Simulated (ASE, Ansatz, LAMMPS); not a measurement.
# Localised basis functions on twisted graphene double bilayer, 38.21° (56 atoms)

Wanted: errors and times of a linear-scaling basis for twisted graphene double bilayer, 38.21° (56 atoms).

Program: Ansatz 0.2.0. Level of theory: Kohn-Sham DFT, PBE+D3(BJ), PAW (set soft_2), plane waves. Results are calculated unless marked as measured.

## 1. Set-up

The cell holds 56 atoms: 56 C. Cell: a = 6.508 Å, b = 6.509 Å, c = 24.180 Å, α = 90.0°, β = 90.0°, γ = 120.0°. It derives from C (graphene). Graphene (a = 2.46 Å) under graphene (a = 2.46 Å), double bilayer, commensurate cell of 7 unit cells a layer, twist 38.21 deg; facing planes 3.33, 3.52, 3.33 Å apart as built; 14 Å of vacuum; minimised with a classical potential. Regions: layer 1, 14 atoms (14 C); layer 2, 14 atoms (14 C); layer 3, 14 atoms (14 C); layer 4, 14 atoms (14 C). Vacuum lies along c.

What the set-up can't give: The cell is under 6 Å thick along two periodic directions, so every atom has periodic images of itself close by, which move with it and show among its neighbours and in g(r). One k-point is far too coarse for the carbon or group-IV sheet, and it can put spurious forces of up to about 1 eV/Å on the sheet's atoms. Beside vacuum, support functions can miss their usual error bounds without a warning. Only the Γ point is sampled, in a cell whose shortest periodic width is 6 Å.

## 2. How the cell was made

A minimisation with a classical potential prepares the built cell.

This step: classical potential: AIREBO (Stuart, Tutein and Harrison, J. Chem. Phys. 112, 6472 (2000)) (LAMMPS stable Jul 2025 - Update 4).

in.lammps reads:

```
units metal
atom_style atomic
boundary p p p
atom_modify map array
read_data structure.data
pair_style airebo 3.0 1 1
pair_coeff * * CH.airebo C
thermo_style custom step temp pe press lx ly lz fmax
thermo 200
min_style cg
minimize 0 1e-4 3000 30000
write_data relaxed.data nocoeff
```

Launch:

```
> lmp -in in.lammps -log log.lammps -screen none -nocite
```

Numbers of over 12 decimals in the logs are rounded to 6 here.

Output:

```text
LAMMPS (22 Jul 2025 - Update 4)
  56 atoms
   Step          Temp          PotEng         Press            Lx             Ly             Lz            Fmax     
         0   0             -416.82834     -75297.964      6.5085         5.6365263      24.18          0.036962768  
        48   0             -416.85828     -75245.064      6.5085         5.6365263      24.18          3.3253209e-05
Loop time of 0.302256 on 1 procs for 48 steps with 56 atoms
Minimization stats:
  Stopping criterion = force tolerance
  Energy initial, next-to-last, final = 
     -416.828341716783  -416.858282771395  -416.858282771678
  Force two-norm initial, final = 0.16830685 9.7272037e-05
  Force max component initial, final = 0.036962768 3.3253209e-05
  Iterations, force evaluations = 48 95
```

It took 0.8 s on 1 thread of Intel Xeon at 2.80GHz (Skylake/Cascade Lake), shared host.

## 3. Plane-wave single point

The first run fixes the reference, at a cutoff of 420 eV.

input.yaml reads:

```yaml
crystal:
  lattice:
    - [6.5085, 0.0, 0.0]
    - [-3.25425, 5.63653, 0.0]
    - [0.0, 0.0, 24.18]
  atoms:
    - { symbol: C, position: [0.19048, 0.2381, 0.29087] }
    - { symbol: C, position: [0.2381, 0.04762, 0.29084] }
    - { symbol: C, position: [0.33333, 0.66667, 0.29087] }
    - { symbol: C, position: [0.38095, 0.47619, 0.29084] }
    - { symbol: C, position: [0.47619, 0.09524, 0.29087] }
    - { symbol: C, position: [0.52381, 0.90476, 0.29084] }
    - { symbol: C, position: [0.61905, 0.52381, 0.29087] }
    - { symbol: C, position: [0.66667, 0.33333, 0.29084] }
    - { symbol: C, position: [0.7619, 0.95238, 0.29087] }
    - { symbol: C, position: [0.80952, 0.7619, 0.29084] }
    - { symbol: C, position: [0.90476, 0.38095, 0.29087] }
    - { symbol: C, position: [0.95238, 0.19048, 0.29084] }
    - { symbol: C, position: [0.04762, 0.80952, 0.29087] }
    - { symbol: C, position: [0.09524, 0.61905, 0.29084] }
    - { symbol: C, position: [0.38095, 0.47619, 0.43042] }
    - { symbol: C, position: [0.42857, 0.28571, 0.43035] }
    - { symbol: C, position: [0.52382, 0.90477, 0.43042] }
    - { symbol: C, position: [0.57143, 0.71429, 0.43037] }
    - { symbol: C, position: [0.66667, 0.33334, 0.43037] }
    - { symbol: C, position: [0.7143, 0.14287, 0.43035] }
    - { symbol: C, position: [0.80952, 0.76191, 0.4304] }
    - { symbol: C, position: [0.85714, 0.57143, 0.43035] }
    - { symbol: C, position: [0.95239, 0.19048, 0.4304] }
    - { symbol: C, position: [0.0, 0.0, 0.4304] }
    - { symbol: C, position: [0.09524, 0.61906, 0.43042] }
    - { symbol: C, position: [0.14286, 0.42858, 0.43037] }
    - { symbol: C, position: [0.2381, 0.04762, 0.4304] }
    - { symbol: C, position: [0.28572, 0.85714, 0.43037] }
    - { symbol: C, position: [0.61904, 0.09524, 0.56965] }
    - { symbol: C, position: [0.66667, 0.33333, 0.56963] }
    - { symbol: C, position: [0.4762, 0.38096, 0.56965] }
    - { symbol: C, position: [0.52381, 0.61905, 0.5696] }
    - { symbol: C, position: [0.19047, 0.95238, 0.56963] }
    - { symbol: C, position: [0.2381, 0.19048, 0.56958] }
    - { symbol: C, position: [0.33333, 0.66667, 0.5696] }
    - { symbol: C, position: [0.38095, 0.90476, 0.5696] }
    - { symbol: C, position: [0.04762, 0.23809, 0.56963] }
    - { symbol: C, position: [0.09524, 0.47619, 0.5696] }
    - { symbol: C, position: [0.76191, 0.80953, 0.56963] }
    - { symbol: C, position: [0.80952, 0.04761, 0.56958] }
    - { symbol: C, position: [0.90476, 0.5238, 0.56965] }
    - { symbol: C, position: [0.95239, 0.7619, 0.56958] }
    - { symbol: C, position: [0.38095, 0.90476, 0.70916] }
    - { symbol: C, position: [0.42857, 0.14285, 0.70913] }
    - { symbol: C, position: [0.23809, 0.19047, 0.70916] }
    - { symbol: C, position: [0.28571, 0.42857, 0.70913] }
    - { symbol: C, position: [0.95238, 0.7619, 0.70916] }
    - { symbol: C, position: [0.0, 0.0, 0.70913] }
    - { symbol: C, position: [0.09523, 0.47619, 0.70916] }
    - { symbol: C, position: [0.14285, 0.71428, 0.70913] }
    - { symbol: C, position: [0.80952, 0.04762, 0.70916] }
    - { symbol: C, position: [0.85714, 0.28571, 0.70913] }
    - { symbol: C, position: [0.5238, 0.61904, 0.70916] }
    - { symbol: C, position: [0.57142, 0.85714, 0.70913] }
    - { symbol: C, position: [0.66666, 0.33333, 0.70916] }
    - { symbol: C, position: [0.71428, 0.57142, 0.70913] }
kpoints:
  mp_grid: { grid: [1, 1, 1] }
hamiltonian:
  xc: pbe
  dispersion: d3bj
scf:
  occupations: { method: fermi_dirac, width: 0.05 }
output:
  forces: true
  populations: true
  dos:
    method: { smearing: { sigma: 0.1 } }
    de: 0.1
    projected:
      site_lists:
        C: [C]
        layer_1: [0, 1, 2, 3, 4, 5, 6, 7, 8, 9, 10, 11, 12, 13]
        layer_2: [14, 15, 16, 17, 18, 19, 20, 21, 22, 23, 24, 25, 26, 27]
        layer_3: [28, 29, 30, 31, 32, 33, 34, 35, 36, 37, 38, 39, 40, 41]
        layer_4: [42, 43, 44, 45, 46, 47, 48, 49, 50, 51, 52, 53, 54, 55]
  eigenvalues: true
  write_density: true
  write_potential: true
  volumetric_format: npy
```

Launch:

```
> ansatz run input.yaml --threads 8 --pin off --max-ram 15872MiB --backend cpu --events-out ev --progress --plain --runs-dir out
```

Output:

```text
Warning: at least one further symmetry operation maps every atom of the structure, as the run holds it, onto an atom to within 1.44e-5 (fractional), and is not used: to satisfy it, and what else the atoms miss by up to 2.00e-5, twice crystal.symmetry.tolerance (1.0e-5), an atom would have to move by the tolerance or more, and atoms are only ever moved by less. [...]
Engine: ansatz 0.2.0, x86_64-unknown-linux-gnu
Pseudopotentials: kind: paw
Pseudopotential: C, paw, valence charge 4, recommended cutoff 420 eV (normal), C.paw.azcp
Functional definition: PBE
  parameter kappa = 0.804
  parameter beta = 0.066725
  exchange = pbe_x(kappa = kappa, mu = beta*pi^2/3)
  correlation = pbe_c(beta = beta)
Crystal: 56 atoms, lattice volume = 887.052 Å³
Basis set: ecut = 420 eV, 17313 PW (Γ), exchange–correlation on 90×90×324 points (8 copies of the dense FFT grid, shifted against one another)
Bands: 168, of which v1, the nominal top of the filled ones, is band 112 counted from 1 (111 counted from 0)
Symmetry: 1 space group operations
Space group: P1 (ITA 1), of the structure as read, at distance tolerance 9.6e-5 Å
k-points: 1
Non-local potential: C, projectors of the file, l = 0: 2, l = 1: 2, l = 2: 1
PAW form: soft (Blöchl's): semilocal exchange-correlation on the pseudo side does not see the compensation charge
PAW one-centre angular grid: C, 110 points (default); XC on 64 Gauss nodes
Initial density: superposition of atomic densities (neutral atoms: chi_scale 0, normalization atom), corrected by the library's trained network
Initial wavefunctions: pseudopotential atomic-orbital guess
Functional: x = pbe(κ = 0.804, μ = 0.219515), c = pbe(β = 0.066725)
SCF iter   1: F=—  HF=-14073.263805 eV  |F-HF|=—  |Δ(HF+E_count)|=         —  Δρ=2.77e-3  dr2=3.03e-2  ethr=1.77e-3  ⟨swp⟩=17.0  Hψ=1473  notcnv=0  defer=15
preconditioner: auto → Resta (q_TF=auto, 2.169 Å⁻¹)  ε∞=2.5  [insulator: Δε(μ)=6.658 eV  Ē_g=15.405 eV  σ=0.050 eV  W_gap=1.00  n_scr=148 (ndim 8)  ℏωp=18.7 eV  f_vac=0.442  D(μ)=0.00/eV (n_scr^D=0)  ε∞_Penn≈2.5  vacuum switching on, ρ_ref=1.7e-2 e/Å³]
SCF iter   2: F=—  HF=-14073.284138 eV  |F-HF|=—  |Δ(HF+E_count)|=   2.03e-2  Δρ=1.54e-3  dr2=9.12e-3  ethr=1.35e-5  ⟨swp⟩=2.0  Hψ=234  notcnv=0  defer=25
SCF iter   3: F=—  HF=-14073.292962 eV  |F-HF|=—  |Δ(HF+E_count)|=   8.82e-3  Δρ=1.29e-4  dr2=1.62e-4  ethr=4.07e-6  ⟨swp⟩=3.0  Hψ=251  notcnv=0  defer=25
SCF iter   4: F=—  HF=-14073.293032 eV  |F-HF|=—  |Δ(HF+E_count)|=   7.04e-5  Δρ=5.61e-5  dr2=1.78e-5  ethr=7.22e-8  ⟨swp⟩=3.0  Hψ=302  notcnv=0  defer=25
SCF iter   5: F=—  HF=-14073.293697 eV  |F-HF|=—  |Δ(HF+E_count)|=   6.65e-4  Δρ=1.99e-5  dr2=3.70e-6  ethr=7.96e-9  ⟨swp⟩=2.0  Hψ=276  notcnv=0  defer=22
SCF iter   6: F=—  HF=-14073.293697 eV  |F-HF|=—  |Δ(HF+E_count)|=   4.56e-7  Δρ=6.19e-6  dr2=2.87e-7  ethr=1.65e-9  ⟨swp⟩=2.0  Hψ=233  notcnv=0  defer=22
iter 7 met the thresholds in force, and the SCF goes on: an eigenvalue changes by 1.66 meV, over its tolerance of 1.08 meV (output.eigenvalues, Limitations)
SCF iter   7: F=-14073.293697 eV  HF=-14073.293697 eV  |F-HF|=1.10e-7  |Δ(HF+E_count)|=   2.92e-8  Δρ=1.96e-6  dr2=2.14e-8  ethr=4.46e-11  ⟨swp⟩=30.0  Hψ=1697  notcnv=0
SCF iter   8: F=-14073.293697 eV  HF=-14073.293697 eV  |F-HF|=1.29e-9  |Δ(HF+E_count)|=   1.15e-7  Δρ=3.50e-7  dr2=8.49e-10  ethr=9.55e-12  ⟨swp⟩=13.0  Hψ=1202  notcnv=0
SCF 1 converged in 8 iterations: F = -14073.293697 eV  dr2 = 8.49e-10
  greatest PAW one-centre occupation: 0.677 electrons in one spin orbital (limit 2), on the C atom at site 35 (counted from 0), in its partial waves of l = 0
WARN: The output density's exchange-correlation potential varies sharply where the density is thin. Do not read a vacuum level from v_tot or v_xc, or from such a field of the output density. On a cell that repeats whose density bears no net charge and no dipole along the vacuum's axis use v_es (v_loc + v_h of the components); [...]
SCF converged after 8 iterations
an eigenvalue changed by more than its tolerance at an iteration that met the thresholds in force, so the SCF went on 1 time: the last check found none over its tolerance
Free energy (F): -14073.293697 eV
Harris-Foulkes:  -14073.293697 eV  (|F-HF|=1.29e-9)
Internal energy: -14073.293697 eV  (E = F + TS)
E sigma→0 (E₀):  -14073.293697 eV
Fermi energy:    2.239401 eV
--- Per-component energies (eV) ---
  E_band       = -1633.672789
  E_kinetic    = 5073.834571
  E_local      = -112777.518004  (includes V_loc(G=0)·N_el)
  E_nonlocal   = 1531.203339
  E_hartree    = 54124.828589
  E_xc         = -2690.469165
  E_vxc        = -3331.413923  (∫ρ·V_xc dr)
  E_paw        = -5562.032640  (= ΣΔE_a)
  E_vpaw       = -379.439748  (= ΣTr[D̂ρ^β])
  E_aug_tail   = 0.000414  (compensation charges beyond the density's cutoff)
  E_ewald      = 46234.543205
  E_disp       = -7.684005  (pairwise vdW)
  E_smearing   = -0.000000  (= −TS)
  E_closure    = -0.000000  (closes the sum)
  Σ components = -14073.293697   (vs F -14073.293697, Δ=0.00e0)
--- Forces (eV/Å), atoms counted from 1 ---
  atom   1  C     -0.00081337    -0.00200316    -0.04641946
  atom   2  C     -0.00217084    -0.00012817    -0.02483517
  atom   3  C      0.00216726    -0.00124330    -0.04632480
  atom   4  C      0.00093926     0.00144394    -0.02482456
  atom   5  C      0.00185700    -0.00091564    -0.04666842
  atom   6  C     -0.00181266     0.00108764    -0.02482430
  atom   7  C     -0.00081490    -0.00157152    -0.04666936
  atom   8  C     -0.00216433     0.00124091    -0.02519084
  atom   9  C      0.00219040     0.00022047    -0.04641808
  atom  10  C      0.00088449     0.00193957    -0.02483434
  atom  11  C      0.00079342     0.00154630    -0.04666703
  atom  12  C      0.00137459    -0.00178786    -0.02483376
  atom  13  C     -0.00146372     0.00176420    -0.04642044
  atom  14  C     -0.00096396    -0.00159482    -0.02482347
[...]
atom  55  C      0.00175768    -0.00102798     0.02519148
  atom  56  C     -0.00088005     0.00190262     0.04666984
  max |Σ_I F_I| component: 8.97e-6 eV/Å
--- Band table (eV) ---
  k-point 0: bands = ["-17.7595", "-17.6762", "-17.5864", "-17.5242", [... 152 levels ...], "10.3056", "10.3061", "10.3063", "10.3399", "10.3400", "10.3404", "10.3405", "10.9223", "10.9223", "10.9244", "10.9244", "10.9250"]
--- Löwdin populations: 56 sites ---
  site symbol       q [e]
     0      C      3.9614
     1      C      3.9606
     2      C      3.9614
[...]
55      C      3.9613
  spilling = 0.009251 (of n_electrons = 224.000000)
```

Elapsed: 8.2 s, on 8 threads of Intel Xeon Platinum 8259CL at 2.50GHz (Skylake/Cascade Lake), shared host; peak memory 0.88 GiB.

The program notes that the atoms just miss a symmetry operation and the exchange-correlation potential is rough where the density is thin.

The run gave:

```yaml
free_energy: -14073.2937 eV
free_energy_per_atom: -251.3088 eV/atom
scf_cycles: 8
r_m_s_force_component: 0.01679 eV/Å
longest_force: 0.04673 eV/Å
fermi_energy: 2.239 eV
potential_in_mid_vacuum_over_the_fermi_level: 4.086 eV
potential_4p5_a_over_the_upper_face: 4.087 eV
potential_4p5_a_under_the_lower_face: 4.086 eV
spilling_of_the_projection: 0.009251
```

The mean of these charges, 0.037 e, is only the charge that the projection spills.

Löwdin charges by element (they lack the spilled electrons, 0.037 e an atom on average):

| element | coordination | atoms | mean charge (e) | spread | least | most |
| --- | --- | --- | --- | --- | --- | --- |
| C | all | 56 | 0.037 | 0.0021 | 0.0342 | 0.0394 |

By region:

```csv
region,atoms,mean length of the force (eV/Å)
layer 1,14,0.036
layer 2,14,0.016
layer 3,14,0.016
layer 4,14,0.036
```

States in the cell by windows of 1 eV, zero at the Fermi level; the larger projections on atomic orbitals stand beside the total:

| from (eV) | to (eV) | total | C p | layer 3 | layer 2 | layer 1 | layer 4 |
| --- | --- | --- | --- | --- | --- | --- | --- |
| -10 | -9 | 0.0 | 0.0 | 0.0 | 0.0 | 0.0 | 0.0 |
| -9 | -8 | 4.0 | 3.8 | 1.0 | 1.0 | 0.9 | 0.9 |
| -8 | -7 | 51.9 | 48.3 | 12.8 | 12.8 | 12.9 | 12.9 |
| -7 | -6 | 0.1 | 0.1 | 0.0 | 0.0 | 0.0 | 0.0 |
| -6 | -5 | 0.0 | 0.0 | 0.0 | 0.0 | 0.0 | 0.0 |
| -5 | -4 | 24.2 | 24.1 | 6.3 | 6.3 | 5.8 | 5.8 |
| -4 | -3 | 39.8 | 39.6 | 9.7 | 9.7 | 10.1 | 10.1 |
| -3 | 3 | 0.0 | 0.0 | 0.0 | 0.0 | 0.0 | 0.0 |
| 3 | 4 | 42.2 | 36.8 | 8.2 | 8.2 | 10.2 | 10.2 |
| 4 | 5 | 11.8 | 9.5 | 3.3 | 3.3 | 1.4 | 1.4 |

Between -20 and -10 eV lie 104 more states.

The levels nearest the highest filled one (over half full), pooled over k-points and spins:

```csv
level less the highest filled one (eV),occupation
-0.0232,2
-0.023,2
-4.0e-4,2
-3.0e-4,2
0,2
0,2
6.62,0
6.67,0
6.67,0
6.67,0
6.76,0
6.77,0
```

Planar average of the electrostatic potential energy along the normal, with the Fermi level as zero, after a running mean with a triangular window 4 Å wide at its base:

```
height (Å)  potential energy (eV)
       0.0                   4.09
       0.7                   4.09
       1.3                   4.09
       2.1                   4.09
       2.7                   4.09
       3.4                   4.08
       4.2                   3.98
       4.8                   3.29
       5.5                  -0.54
       6.1                  -4.85
       6.9                  -9.09
       7.6                  -7.28
       8.2                  -3.95
       9.0                  -3.08
       9.6                  -5.64
      10.3                  -9.27
      11.0                  -6.95
      11.6                  -3.75
      12.4                  -3.28
      13.0                  -6.05
      13.7                  -9.34
      14.5                  -6.54
      15.1                  -3.48
      15.8                  -3.40
      16.4                  -6.38
      17.2                  -9.30
      17.9                  -5.90
      18.5                  -1.60
      19.3                   2.82
      19.9                   3.92
      20.6                   4.07
      21.3                   4.09
      21.9                   4.09
      22.7                   4.09
      23.3                   4.09
      24.0                   4.09
```

Electrostatic potential energy in the ca plane at fractional y = 0.048, with atoms of C within 0.2 Å of it. With pseudopotentials it is smooth inside the atoms' cores, unlike the true potential.

Values in eV, 9 rows by 16 columns, each cell a mean:
```
  1  -2   5   3 -17   2   5  -6  -2   6  -3 -20   4   6   6   6
 -5 -14   5   4  -2   4   5 -33 -20   5 -13 -39   4   6   6   6
  1  -3   5   3 -16   3   5 -16  -8   6  -1 -13   5   6   6   6
  0  -4   5   3 -11   3   5 -29 -17   5   4   2   5   6   6   6
-14 -27   5   5   1   4   5  -7  -3   6   1  -6   5   6   6   6
 -8 -17   5   4  -4   4   5   0   1   6  -2 -17   5   6   6   6
-18 -33   5   0 -45  -2   5 -12  -5   6   2  -2   5   6   6   6
 -7 -16   5   2 -26   1   5  -6  -2   6   1  -6   5   6   6   6
  3   2   5   1 -40   0   5   2   3   6  -9 -34   4   6   6   6
```
Columns run along c (16.0 Å, from fractional 0.25 to 0.92 of the cell; values clipped at the 3rd and 97th percentile), rows up along a (6.5 Å). Atoms in or near the plane, at fractional coordinates: C at (0.29, 0.24), C at (0.43, 0.24), C at (0.57, 0.81), C at (0.71, 0.81).

Valence density in the ca plane at fractional y = 0.048, with atoms of C within 0.2 Å of it. It is the smooth field of the valence electrons, not physical close to the nuclei.

Ten even steps from '0' (0.0 e/Å³) to '9' (1.9 e/Å³), each cell a mean:
```
01221000002796200000122100001488410000000000
12563100001453100001465200001498410000000000
14895100001222100002697310001599510000000000
13663100001232100002698310001588510000000000
01332000001453100002697310001355310000000000
01221000002796200002597310000122100000000000
02342100002685200002697310000011000000000000
13674100001332100002697310000111100000000000
14895100000111000001465200001244200000000000
14895100000111000001232100001488410000000000
13885100001232100000122100001477410000000000
14895100002675200001343100000244200000000000
14895200013797300002586200000122100000000000
14885100003796200002597310000233100000000000
02443100002796200001354100001366310000000000
01111000002796200000111000001599410000000000
00110000003796200000011000001588410000000000
```
Columns run along c (16.0 Å, from fractional 0.25 to 0.92 of the cell), rows up along a (6.5 Å). Atoms in or near the plane, at fractional coordinates: C at (0.29, 0.24), C at (0.43, 0.24), C at (0.57, 0.81), C at (0.71, 0.81).

Löwdin charges run from +0.03 to +0.04 e, about a mean that is the spilled charge alone. The potential stands 4.09 eV above the Fermi level over the upper face and 4.09 eV under the lower one, a reading of the work function, with no dipole correction. The Fermi level falls in a spacing of 6.6 eV between levels, so it is uncertain by that much.

## 4. Distances and neighbours

These statistics describe the geometry on which the runs were made.

Normalised to the volume that the atoms fill. Pair distribution function in bins of 0.2 Å:

| r (Å) | total |
| --- | --- |
| 1.40 | 4.67 |
| 1.60 | 0.00 |
| 1.80 | 0.00 |
| 2.00 | 0.00 |
| 2.20 | 0.00 |
| 2.40 | 3.10 |
| 2.60 | 0.00 |
| 2.80 | 1.19 |
| 3.00 | 0.00 |
| 3.20 | 0.00 |
| 3.40 | 0.29 |
| 3.60 | 1.28 |
| 3.80 | 1.56 |
| 4.00 | 0.10 |
| 4.20 | 1.73 |
| 4.40 | 0.92 |
| 4.60 | 0.22 |
| 4.80 | 0.15 |
| 5.00 | 2.04 |
| 5.20 | 0.85 |
| 5.40 | 0.47 |
| 5.60 | 0.42 |
| 5.80 | 0.16 |
| 6.00 | 0.30 |
| 6.20 | 1.45 |
| 6.40 | 0.07 |
| 6.60 | 1.35 |
| 6.80 | 0.28 |

Bonds by pair of elements; cutoffs follow the first minimum of g(r), held within bounds set by covalent radii, and pairs that aren't listed don't count as bonded:

```csv
pair A-B,cutoff (Å),bonds,mean length (Å),spread (Å),shortest (Å),B about A,A about B
C-C,1.82,84,1.42,0,1.42,3,3
```

How many atoms have how many bonded neighbours:

```csv
element,mean,3
C,3,56
```

Bond angles (no mean is given where the spread exceeds 20°):

| angle | count | mean (°) | spread (°) |
| --- | --- | --- | --- |
| C-C-C | 168 | 120 | 0 |

Counting bonds as in the table, all C atoms have 3 bonded neighbours.

[end of part 1 of 2]

[Logs are printed without paths, hosts, clocks, repeated set-up lines and the standing remarks that a program may print on its own settings, such as how far it seeks lower states.]

[Hosts, paths, dates, database ids (printed as entryN), source tags and the programs' standing remarks are cut or masked in the printed files.]
